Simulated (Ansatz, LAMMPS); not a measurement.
## Squeezing and shearing glassy 83P2O5-8BaO-8K2O (mol %) (75 atoms)

Aim: relax glassy 83P2O5-8BaO-8K2O (mol %) (75 atoms), then change its volume and shape to read moduli from the stress.

Program: Ansatz 0.2.0. Level of theory: Kohn-Sham DFT, PBE, PAW (set soft_2), plane waves. Values are calculated unless marked as measured.

### Step 1. Starting point

The cell holds 75 atoms: 20 P, 1 Ba, 2 K and 52 O. Its edges and angles: a = 10.084 Å, b = 10.084 Å, c = 10.084 Å, α = 90.0°, β = 90.0°, γ = 90.0°. 75 atoms (20 P, 1 Ba, 2 K, 52 O) placed at random at 2.53 g/cm³, melted at 4000 K for 10 ps at fixed volume with the Morse and Coulomb pair potential with partial charges (Pedone, Malavasi, Menziani, Cormack and Segre, J. Phys. Chem. B 110, 11780 (2006)). Quenched from 4000 K to 300 K at 20 K/ps and fixed volume, held 10 ps at zero pressure.

What the set-up can't give: The quench rate of 20 K/ps is many orders above laboratory rates, so the cell is likely richer in defects and strain than a real sample. The starting topology of bonds comes from the classical model, and needn't be the one that DFT or experiment would give. Sampling is at Γ alone. Spin–orbit coupling is left out, which matters for the levels of the heavy elements.

### Step 2. Single point at the start

A single point comes first, to see the forces before anything moves.

File input.yaml:

```yaml
crystal:
  lattice:
    - [10.08436, 0.0, 0.0]
    - [0.0, 10.08436, 0.0]
    - [0.0, 0.0, 10.08436]
  atoms:
    - { symbol: P, position: [0.08775, 0.40423, 0.7772] }
    - { symbol: P, position: [0.46145, 0.60592, 0.04944] }
    - { symbol: P, position: [0.54, 0.35978, 0.23782] }
    - { symbol: P, position: [0.49528, 0.42445, 0.53399] }
    - { symbol: P, position: [0.38893, 0.39016, 0.83229] }
    - { symbol: P, position: [0.4051, 0.08734, 0.19509] }
    - { symbol: P, position: [0.54927, 0.73177, 0.54829] }
    - { symbol: P, position: [0.9113, 0.58448, 0.18806] }
    - { symbol: P, position: [0.97359, 0.15835, 0.43737] }
    - { symbol: P, position: [0.48088, 0.09862, 0.89799] }
    - { symbol: P, position: [0.39372, 0.80969, 0.8233] }
    - { symbol: P, position: [0.82061, 0.78315, 0.6955] }
    - { symbol: P, position: [0.76788, 0.57265, 0.91452] }
    - { symbol: P, position: [0.52168, 0.1322, 0.58706] }
    - { symbol: P, position: [0.07009, 0.32773, 0.19268] }
    - { symbol: P, position: [0.23053, 0.06218, 0.57062] }
    - { symbol: P, position: [0.24921, 0.78436, 0.44766] }
    - { symbol: P, position: [0.18925, 0.73092, 0.16] }
    - { symbol: P, position: [0.0321, 0.60138, 0.5499] }
    - { symbol: P, position: [0.66257, 0.76063, 0.25618] }
    - { symbol: Ba, position: [0.83123, 0.09483, 0.1128] }
    - { symbol: K, position: [0.07353, 0.03374, 0.91759] }
    - { symbol: K, position: [0.78558, 0.21078, 0.75403] }
    - { symbol: O, position: [0.97234, 0.57344, 0.4172] }
    - { symbol: O, position: [0.93408, 0.02409, 0.38689] }
    - { symbol: O, position: [0.61238, 0.75412, 0.39983] }
    - { symbol: O, position: [0.04859, 0.49011, 0.8955] }
    - { symbol: O, position: [0.48056, 0.47235, 0.15175] }
    - { symbol: O, position: [0.23354, 0.05726, 0.7141] }
    - { symbol: O, position: [0.47308, 0.22333, 0.23686] }
    - { symbol: O, position: [0.5239, 0.12758, 0.73599] }
    - { symbol: O, position: [0.47342, 0.96535, 0.24044] }
    - { symbol: O, position: [0.87842, 0.9155, 0.72291] }
    - { symbol: O, position: [0.55311, 0.69556, 0.16337] }
    - { symbol: O, position: [0.04337, 0.66983, 0.18258] }
    - { symbol: O, position: [0.96719, 0.44065, 0.19161] }
    - { symbol: O, position: [0.46895, 0.42763, 0.71067] }
    - { symbol: O, position: [0.7868, 0.66106, 0.2498] }
    - { symbol: O, position: [0.06526, 0.49865, 0.65129] }
    - { symbol: O, position: [0.10536, 0.13078, 0.51545] }
    - { symbol: O, position: [0.25964, 0.76467, 0.78426] }
    - { symbol: O, position: [0.84753, 0.58934, 0.04375] }
    - { symbol: O, position: [0.23841, 0.38109, 0.79232] }
    - { symbol: O, position: [0.1712, 0.8367, 0.06197] }
    - { symbol: O, position: [0.53436, 0.41757, 0.37955] }
    - { symbol: O, position: [0.58822, 0.01472, 0.53154] }
    - { symbol: O, position: [0.02482, 0.27872, 0.75246] }
    - { symbol: O, position: [0.3029, 0.64729, 0.11287] }
    - { symbol: O, position: [0.42933, 0.95219, 0.85528] }
    - { symbol: O, position: [0.02197, 0.24074, 0.3162] }
    - { symbol: O, position: [0.39534, 0.75675, 0.48135] }
    - { symbol: O, position: [0.04549, 0.24256, 0.07258] }
    - { symbol: O, position: [0.47445, 0.76999, 0.69398] }
    - { symbol: O, position: [0.68251, 0.3363, 0.19749] }
    - { symbol: O, position: [0.22326, 0.9187, 0.51758] }
    - { symbol: O, position: [0.86812, 0.23499, 0.50761] }
    - { symbol: O, position: [0.79164, 0.46375, 0.82114] }
    - { symbol: O, position: [0.37434, 0.11777, 0.54727] }
    - { symbol: O, position: [0.22046, 0.78186, 0.30197] }
    - { symbol: O, position: [0.34767, 0.41724, 0.51037] }
    - { symbol: O, position: [0.44929, 0.72988, 0.94063] }
    - { symbol: O, position: [0.2691, 0.09074, 0.25089] }
    - { symbol: O, position: [0.62937, 0.5656, 0.96859] }
    - { symbol: O, position: [0.62098, 0.10436, 0.94832] }
    - { symbol: O, position: [0.72188, 0.87235, 0.18355] }
    - { symbol: O, position: [0.4048, 0.50355, 0.9319] }
    - { symbol: O, position: [0.54528, 0.57398, 0.55117] }
    - { symbol: O, position: [0.15957, 0.68309, 0.51365] }
    - { symbol: O, position: [0.78986, 0.703, 0.82622] }
    - { symbol: O, position: [0.42531, 0.25806, 0.89044] }
    - { symbol: O, position: [0.20071, 0.38583, 0.21888] }
    - { symbol: O, position: [0.92588, 0.69422, 0.62137] }
    - { symbol: O, position: [0.68964, 0.77045, 0.61964] }
    - { symbol: O, position: [0.41281, 0.09269, 0.04422] }
    - { symbol: O, position: [0.55171, 0.27748, 0.54957] }
kpoints:
  mp_grid: { grid: [1, 1, 1] }
hamiltonian:
  xc: pbe
scf:
  occupations: { method: fixed }
output:
  forces: true
```

On the command line:

```bash
$ ansatz run input.yaml --threads 4 --pin off --max-ram 8192MiB --backend cpu --events-out ev --progress --plain --runs-dir out
```

Output:

```text
[...]
Pseudopotentials: kind: paw
Pseudopotential: P, paw, valence charge 5, recommended cutoff 420 eV (normal), P.paw.azcp
Pseudopotential: Ba, paw, valence charge 10, recommended cutoff 420 eV (normal), Ba.paw.azcp
Pseudopotential: K, paw, valence charge 9, recommended cutoff 420 eV (normal), K.paw.azcp
Pseudopotential: O, paw, valence charge 6, recommended cutoff 420 eV (normal), O.paw.azcp
[... 5 lines on functional and potentials left out ...]
Crystal: 75 atoms, lattice volume = 1025.522 Å³
Basis set: ecut = 420 eV, 20005 PW (Γ), exchange–correlation on 144×144×144 points (8 copies of the dense FFT grid, shifted against one another)
Bands: 295, of which v1, the nominal top of the filled ones, is band 220 counted from 1 (219 counted from 0)
Symmetry: 1 space group operations
Space group: P1 (ITA 1), of the structure as read, at distance tolerance 1.0e-4 Å
k-points: 1
[... 9 lines on functional and potentials left out ...]
Initial density: superposition of atomic densities (neutral atoms: chi_scale 0, normalization atom), corrected by the library's trained network
Initial wavefunctions: pseudopotential atomic-orbital guess
[...]
SCF iter   1: F=—  HF=-53649.016249 eV  |F-HF|=—  |Δ(HF+E_count)|=         —  Δρ=8.56e-3  dr2=1.12e0  ethr=1.77e-3  ⟨swp⟩=7.0  Hψ=1094  notcnv=0  defer=73
preconditioner: auto → Resta (q_TF=auto, 2.369 Å⁻¹)  ε∞=3.1  [insulator: Δε(μ)=1.128 eV  Ē_g=16.657 eV  n_scr=250 (ndim 8)  ℏωp=24.2 eV  f_vac=0.188  ε∞_Penn≈3.1]
SCF iter   2: F=—  HF=-53648.742260 eV  |F-HF|=—  |Δ(HF+E_count)|=   2.74e-1  Δρ=4.55e-3  dr2=2.10e-1  ethr=2.56e-4  ⟨swp⟩=3.0  Hψ=490  notcnv=0  defer=73
SCF iter   3: F=—  HF=-53648.692961 eV  |F-HF|=—  |Δ(HF+E_count)|=   4.93e-2  Δρ=1.72e-3  dr2=5.59e-2  ethr=4.77e-5  ⟨swp⟩=3.0  Hψ=411  notcnv=0  defer=64
automatic band count: iteration 3 solves 286 bands in place of 295: the levels show a gap, and the empty bands left out lie too high to hold charge; the band table lists the bands solved (type scf.n_extra_bands for more)
SCF iter   4: F=—  HF=-53648.686610 eV  |F-HF|=—  |Δ(HF+E_count)|=   6.35e-3  Δρ=4.43e-3  dr2=3.27e-1  ethr=1.27e-5  ⟨swp⟩=3.0  Hψ=417  notcnv=0  defer=64  recentre
SCF iter   5: F=—  HF=-53648.686388 eV  |F-HF|=—  |Δ(HF+E_count)|=   2.22e-4  Δρ=1.85e-3  dr2=4.56e-2  ethr=1.27e-5  ⟨swp⟩=3.0  Hψ=495  notcnv=0  defer=64
[...]
SCF iter  12: F=—  HF=-53648.679798 eV  |F-HF|=—  |Δ(HF+E_count)|=   2.05e-8  Δρ=3.77e-6  dr2=1.64e-7  ethr=1.29e-10  ⟨swp⟩=3.0  Hψ=488  notcnv=0  defer=64
SCF iter  13: F=-53648.679798 eV  HF=-53648.679798 eV  |F-HF|=2.61e-8  |Δ(HF+E_count)|=   1.15e-8  Δρ=1.76e-6  dr2=4.46e-8  ethr=2.27e-11  ⟨swp⟩=6.0  Hψ=894  notcnv=0
SCF 1 converged in 13 iterations: F = -53648.679798 eV  dr2 = 4.46e-8
[...]
SCF converged after 13 iterations
Free energy (F): -53648.679798 eV
Harris-Foulkes:  -53648.679798 eV  (|F-HF|=2.61e-8)
Internal energy: -53648.679798 eV  (E = F + TS)
E sigma→0 (E₀):  -53648.679798 eV
Fermi energy:    4.757438 eV
--- Per-component energies (eV) ---
[...]
Σ components = -53648.679798   (vs F -53648.679798, Δ=0.00e0)
--- Forces (eV/Å), atoms counted from 1 ---
  atom   1  P     -2.39852035     3.08723464     5.93567194
  atom   2  P      2.19869489    -1.01256150     0.13314478
  atom   3  P      3.63152122     0.11522933    -0.46508654
  atom   4  P     -7.77112948    -0.65694351    -1.02893619
[...]
atom  75  O      2.88762791    -0.77787866     0.30193053
  max |Σ_I F_I| component: 1.14e-4 eV/Å
```

Wall time 6.8 s (4 threads of Intel Xeon Platinum 8488C (Sapphire Rapids), shared host); peak memory 1.2 GiB.

In the SCF lines HF is the Harris–Foulkes energy and dr2 the Hartree energy of the density residual, in eV; the loop may stop once dr2 is under the threshold and the program's other checks hold. Hψ counts applications of the Hamiltonian.

The r.m.s. force at the start is 1.7 eV/Å.

### Step 3. Cell and atoms relaxed

Cell and atoms are freed together, to release stress as well as forces.

File input.yaml:

```yaml
crystal:
  lattice:
    - [10.08436, 0.0, 0.0]
    - [0.0, 10.08436, 0.0]
    - [0.0, 0.0, 10.08436]
  atoms:
    [... the 75 atom lines of step 2 ...]
kpoints:
  mp_grid: { grid: [1, 1, 1] }
hamiltonian:
  xc: pbe
scf:
  occupations: { method: fixed }
output:
  forces: true
relax:
  f_tol: 0.05
  max_steps: 150
  cell: {}
```

Output:

```text
[...]
Crystal: 75 atoms, lattice volume = 1025.522 Å³
Basis set: ecut = 420 eV, 20005 PW (Γ), exchange–correlation on 144×144×144 points (8 copies of the dense FFT grid, shifted against one another)
Bands: 295, of which v1, the nominal top of the filled ones, is band 220 counted from 1 (219 counted from 0)
Symmetry: 1 space group operations
[...]
k-points: 1
[...]
SCF iter   1: F=—  HF=-53649.016248 eV  |F-HF|=—  |Δ(HF+E_count)|=         —  Δρ=8.56e-3  dr2=1.12e0  ethr=1.77e-3  ⟨swp⟩=7.0  Hψ=1094  notcnv=0  defer=73
[...]
SCF iter  13: F=-53648.679798 eV  HF=-53648.679798 eV  |F-HF|=2.63e-8  |Δ(HF+E_count)|=   1.15e-8  Δρ=1.76e-6  dr2=4.49e-8  ethr=2.27e-11  ⟨swp⟩=6.0  Hψ=894  notcnv=0
SCF 1 converged in 13 iterations: F = -53648.679798 eV  dr2 = 4.49e-8
[...]
relax step   1: F+E_penalty+E_count = -53648.67979818 eV  Δ(F+E_penalty+E_count) = +0.000e0 eV  max|allowed force component| = 7.771e0 eV/Å  Δτ_max = 0.0000 Å  P = +3.425 GPa  Ω = 1025.522 Å³  (13 SCF iters, dr2 threshold 1.00e-7 eV, accepted)
[... from here on, the SCF cycles and remarks between the steps are left out ...]
relax step   2: F+E_penalty+E_count = -53652.37734163 eV  Δ(F+E_penalty+E_count) = -3.698e0 eV  max|allowed force component| = 6.301e0 eV/Å  Δτ_max = 0.1969 Å  P = +1.886 GPa  Ω = 1022.131 Å³  energy of the carried Pulay correction = +1.286e-2 eV  (8 SCF iters, dr2 threshold 7.50e-6 eV, accepted)
relax step   3: F+E_penalty+E_count = -53656.94343451 eV  Δ(F+E_penalty+E_count) = -4.566e0 eV  max|allowed force component| = 1.875e0 eV/Å  Δτ_max = 0.1948 Å  P = +0.110 GPa  Ω = 1016.218 Å³  energy of the carried Pulay correction = +3.539e-2 eV  (8 SCF iters, dr2 threshold 7.50e-6 eV, accepted)
relax step   4: F+E_penalty+E_count = -53658.25923596 eV  Δ(F+E_penalty+E_count) = -1.316e0 eV  max|allowed force component| = 1.076e0 eV/Å  Δτ_max = 0.1947 Å  P = -0.131 GPa  Ω = 1014.584 Å³  energy of the carried Pulay correction = +4.164e-2 eV  (8 SCF iters, dr2 threshold 7.50e-6 eV, accepted)
relax step   5: F+E_penalty+E_count = -53659.44203062 eV  Δ(F+E_penalty+E_count) = -1.183e0 eV  max|allowed force component| = 9.941e-1 eV/Å  Δτ_max = 0.1949 Å  P = -0.745 GPa  Ω = 1016.510 Å³  energy of the carried Pulay correction = +3.428e-2 eV  (8 SCF iters, dr2 threshold 7.50e-6 eV, accepted)
relax step   6: F+E_penalty+E_count = -53660.03192369 eV  Δ(F+E_penalty+E_count) = -5.899e-1 eV  max|allowed force component| = 8.190e-1 eV/Å  Δτ_max = 0.1972 Å  P = -0.052 GPa  Ω = 1011.999 Å³  energy of the carried Pulay correction = +5.155e-2 eV  (7 SCF iters, dr2 threshold 7.50e-6 eV, accepted)
relax step   7: F+E_penalty+E_count = -53660.66191489 eV  Δ(F+E_penalty+E_count) = -6.300e-1 eV  max|allowed force component| = 5.089e-1 eV/Å  Δτ_max = 0.1946 Å  P = -0.200 GPa  Ω = 1010.977 Å³  energy of the carried Pulay correction = +5.547e-2 eV  (8 SCF iters, dr2 threshold 7.50e-6 eV, accepted)
relax step   8: F+E_penalty+E_count = -53661.15454971 eV  Δ(F+E_penalty+E_count) = -4.926e-1 eV  max|allowed force component| = 5.049e-1 eV/Å  Δτ_max = 0.1952 Å  P = +0.100 GPa  Ω = 1008.033 Å³  energy of the carried Pulay correction = +6.680e-2 eV  (8 SCF iters, dr2 threshold 7.50e-6 eV, accepted)
relax step   9: F+E_penalty+E_count = -53661.40513453 eV  Δ(F+E_penalty+E_count) = -2.506e-1 eV  max|allowed force component| = 9.976e-1 eV/Å  Δτ_max = 0.1949 Å  P = +0.032 GPa  Ω = 1004.128 Å³  energy of the carried Pulay correction = +8.187e-2 eV  (8 SCF iters, dr2 threshold 7.50e-6 eV, accepted)
relax step  10: F+E_penalty+E_count = -53661.59780674 eV  Δ(F+E_penalty+E_count) = -1.927e-1 eV  max|allowed force component| = 6.676e-1 eV/Å  Δτ_max = 0.1942 Å  P = -0.653 GPa  Ω = 1005.292 Å³  energy of the carried Pulay correction = +7.737e-2 eV  (8 SCF iters, dr2 threshold 7.50e-6 eV, accepted)
relax step  11: F+E_penalty+E_count = -53661.76678539 eV  Δ(F+E_penalty+E_count) = -1.690e-1 eV  max|allowed force component| = 3.957e-1 eV/Å  Δτ_max = 0.2000 Å  P = -0.175 GPa  Ω = 1006.436 Å³  energy of the carried Pulay correction = +7.295e-2 eV  (7 SCF iters, dr2 threshold 7.50e-6 eV, accepted)
relax step  12: F+E_penalty+E_count = -53661.87805745 eV  Δ(F+E_penalty+E_count) = -1.113e-1 eV  max|allowed force component| = 4.802e-1 eV/Å  Δτ_max = 0.1579 Å  P = +0.027 GPa  Ω = 1004.427 Å³  energy of the carried Pulay correction = +8.071e-2 eV  (7 SCF iters, dr2 threshold 7.50e-6 eV, accepted)
relax step  13: F+E_penalty+E_count = -53661.94625059 eV  Δ(F+E_penalty+E_count) = -6.819e-2 eV  max|allowed force component| = 4.200e-1 eV/Å  Δτ_max = 0.1089 Å  P = +0.148 GPa  Ω = 1007.125 Å³  energy of the carried Pulay correction = +7.030e-2 eV  (7 SCF iters, dr2 threshold 7.50e-6 eV, accepted)
relax step  14: F+E_penalty+E_count = -53662.00696596 eV  Δ(F+E_penalty+E_count) = -6.072e-2 eV  max|allowed force component| = 4.811e-1 eV/Å  Δτ_max = 0.1390 Å  P = -0.059 GPa  Ω = 1010.185 Å³  energy of the carried Pulay correction = +5.852e-2 eV  (7 SCF iters, dr2 threshold 7.50e-6 eV, accepted)
[...]
relax step  49: F+E_penalty+E_count = -53664.69104339 eV  Δ(F+E_penalty+E_count) = -8.830e-3 eV  max|allowed force component| = 6.196e-1 eV/Å  Δτ_max = 0.1444 Å  P = +0.272 GPa  Ω = 1030.977 Å³  energy of the carried Pulay correction = -2.060e-2 eV  (8 SCF iters, dr2 threshold 7.50e-6 eV, rejected (line search))
relax step  50: F+E_penalty+E_count = -53664.75967796 eV  Δ(F+E_penalty+E_count) = -7.746e-2 eV  max|allowed force component| = 2.085e-1 eV/Å  Δτ_max = 0.0699 Å  P = +0.069 GPa  Ω = 1035.493 Å³  energy of the carried Pulay correction = -3.757e-2 eV  (12 SCF iters, accepted)
[...]
relax step  64: F+E_penalty+E_count = -53665.27724090 eV  Δ(F+E_penalty+E_count) = -4.151e-1 eV  max|allowed force component| = 4.713e-2 eV/Å  Δτ_max = 0.0000 Å  P = +0.548 GPa  Ω = 1030.730 Å³  stress off target by 1.48e0 GPa  SCF on the basis re-selected at this cell (its energy is not comparable with the rows above)  (8 SCF iters)
[...]
relax step  67: F+E_penalty+E_count = -53665.33186740 eV  Δ(F+E_penalty+E_count) = -1.102e-2 eV  max|allowed force component| = 8.601e-2 eV/Å  Δτ_max = 0.0218 Å  P = +0.003 GPa  Ω = 1045.242 Å³  energy of the carried Pulay correction = -5.907e-2 eV  (7 SCF iters, dr2 threshold 1.32e-6 eV, accepted)
relax step  68: F+E_penalty+E_count = -53665.33383843 eV  Δ(F+E_penalty+E_count) = -1.971e-3 eV  max|allowed force component| = 7.817e-2 eV/Å  Δτ_max = 0.0225 Å  P = +0.027 GPa  Ω = 1045.922 Å³  energy of the carried Pulay correction = -6.204e-2 eV  (7 SCF iters, dr2 threshold 4.62e-7 eV, accepted)
relax step  69: F+E_penalty+E_count = -53665.33252857 eV  Δ(F+E_penalty+E_count) = +1.310e-3 eV  max|allowed force component| = 6.649e-2 eV/Å  Δτ_max = 0.0171 Å  P = +0.013 GPa  Ω = 1046.901 Å³  energy of the carried Pulay correction = -6.629e-2 eV  (7 SCF iters, dr2 threshold 3.82e-7 eV, accepted)
relax step  70: F+E_penalty+E_count = -53665.33044526 eV  Δ(F+E_penalty+E_count) = +2.083e-3 eV  max|allowed force component| = 5.390e-2 eV/Å  Δτ_max = 0.0174 Å  P = +0.009 GPa  Ω = 1047.874 Å³  energy of the carried Pulay correction = -7.051e-2 eV  (7 SCF iters, dr2 threshold 2.76e-7 eV, accepted)
relax step  71: F+E_penalty+E_count = -53665.32747020 eV  Δ(F+E_penalty+E_count) = +2.975e-3 eV  max|allowed force component| = 9.605e-2 eV/Å  Δτ_max = 0.0184 Å  P = -0.010 GPa  Ω = 1048.720 Å³  energy of the carried Pulay correction = -7.420e-2 eV  (7 SCF iters, dr2 threshold 1.82e-7 eV, accepted)
relax step  72: F+E_penalty+E_count = -53665.32836401 eV  Δ(F+E_penalty+E_count) = -8.938e-4 eV  max|allowed force component| = 3.744e-2 eV/Å  Δτ_max = 0.0120 Å  P = -0.015 GPa  Ω = 1048.788 Å³  energy of the carried Pulay correction = -7.448e-2 eV  (6 SCF iters, dr2 threshold 5.77e-7 eV, accepted)
relax step  73: F+E_penalty+E_count = -53665.42879185 eV  Δ(F+E_penalty+E_count) = -1.004e-1 eV  max|allowed force component| = 3.660e-2 eV/Å  Δτ_max = 0.0000 Å  P = +0.042 GPa  Ω = 1048.788 Å³  stress off target by 2.39e-1 GPa  SCF on the basis re-selected at this cell (its energy is not comparable with the rows above)  (7 SCF iters)
relax step  74: F+E_penalty+E_count = -53665.42663265 eV  Δ(F+E_penalty+E_count) = +2.159e-3 eV  max|allowed force component| = 3.827e-2 eV/Å  Δτ_max = 0.0267 Å  P = -0.022 GPa  Ω = 1050.709 Å³  energy of the carried Pulay correction = -7.061e-3 eV  (8 SCF iters, dr2 threshold 1.43e-7 eV, accepted)
relax step  75: F+E_penalty+E_count = -53665.42465528 eV  Δ(F+E_penalty+E_count) = +1.977e-3 eV  max|allowed force component| = 3.016e-2 eV/Å  Δτ_max = 0.0130 Å  P = -0.011 GPa  Ω = 1051.502 Å³  energy of the carried Pulay correction = -1.006e-2 eV  (9 SCF iters, dr2 threshold 1.04e-8 eV, accepted)
relax step  76: F+E_penalty+E_count = -53665.43165769 eV  Δ(F+E_penalty+E_count) = -7.002e-3 eV  max|allowed force component| = 3.008e-2 eV/Å  Δτ_max = 0.0000 Å  P = -0.007 GPa  Ω = 1051.502 Å³  stress off target by 2.65e-2 GPa  SCF on the basis re-selected at this cell (its energy is not comparable with the rows above)  (5 SCF iters)
[...]
SCF converged after 5 iterations
Free energy (F): -53665.431658 eV
[...]
Internal energy: -53665.431658 eV  (E = F + TS)
E sigma→0 (E₀):  -53665.431658 eV
Fermi energy:    3.092287 eV
[...]
--- Forces (eV/Å), atoms counted from 1 ---
  atom   1  P     -0.01124280    -0.00141142     0.01912713
  atom   2  P     -0.00673114     0.00887816     0.00929154
  atom   3  P     -0.01215117     0.01918897    -0.00500322
  atom   4  P     -0.00955894     0.01261057    -0.00981145
  atom   5  P      0.00335326    -0.00388816     0.00082201
  atom   6  P     -0.00164291     0.00503637    -0.00078171
  atom   7  P      0.00591271     0.01058329    -0.00622941
  atom   8  P     -0.00451871     0.01921929     0.00068643
  atom   9  P      0.00287836     0.00448428    -0.00857169
  atom  10  P     -0.01785255     0.00593136    -0.01320696
  atom  11  P      0.00872274    -0.00663877    -0.00737978
  atom  12  P     -0.00446747     0.00304167    -0.00451644
  atom  13  P     -0.00320957    -0.00319399    -0.00600886
  atom  14  P     -0.03008172     0.01563917    -0.00643391
[...]
atom  74  O      0.00316540     0.00066808     0.00176123
  atom  75  O      0.01467413    -0.00499977     0.01212187
  max |Σ_I F_I| component: 1.31e-5 eV/Å
--- Stress (GPa, compression-positive) ---
       -0.012014       0.019615      -0.001826
        0.019613       0.005634      -0.010538
       -0.001826      -0.010537      -0.014802
  P = ⅓ Tr σ = -0.0071 GPa (-0.071 kbar)
--- Relaxed structure (73 steps of the walk, 71 accepted, 3 SCFs on fresh bases) ---
  F+E_penalty+E_count = -53665.43165769 eV   max|allowed force component| = 3.008e-2 eV/Å   (the final SCF, on the basis selected at the relaxed cell)
  cell:  # Å, volume = 1051.5018 Å³
    - [10.159116, 0.126883, 0.250270]
    - [0.126883, 11.161336, -0.242952]
    - [0.250270, -0.242952, 9.286285]
  atoms:
    - { symbol: P, position: [0.125992, 0.443609, 0.834866] }
    - { symbol: P, position: [0.475405, 0.604730, 0.053497] }
    - { symbol: P, position: [0.513145, 0.360387, 0.201713] }
    - { symbol: P, position: [0.384410, 0.396311, 0.491821] }
[...]
- { symbol: O, position: [0.383261, 0.263429, 0.557408] }
```

Wall time 7.1 min (4 threads); peak memory 1.2 GiB; 25 min of CPU time.

The relaxation converged after 73 steps, with a largest force component of 0.030 eV/Å.

(Continued in part 2 of 4.)

[Long decimals in the printed logs are rounded to 6 places.]

[Logs are printed without paths, hosts, clocks, repeated set-up lines and the standing remarks that a program may print on its own settings, such as how far it seeks lower states.]

[Hosts, paths, dates, database ids (printed as entryN), source tags and the programs' standing remarks are cut or masked in the printed files.]
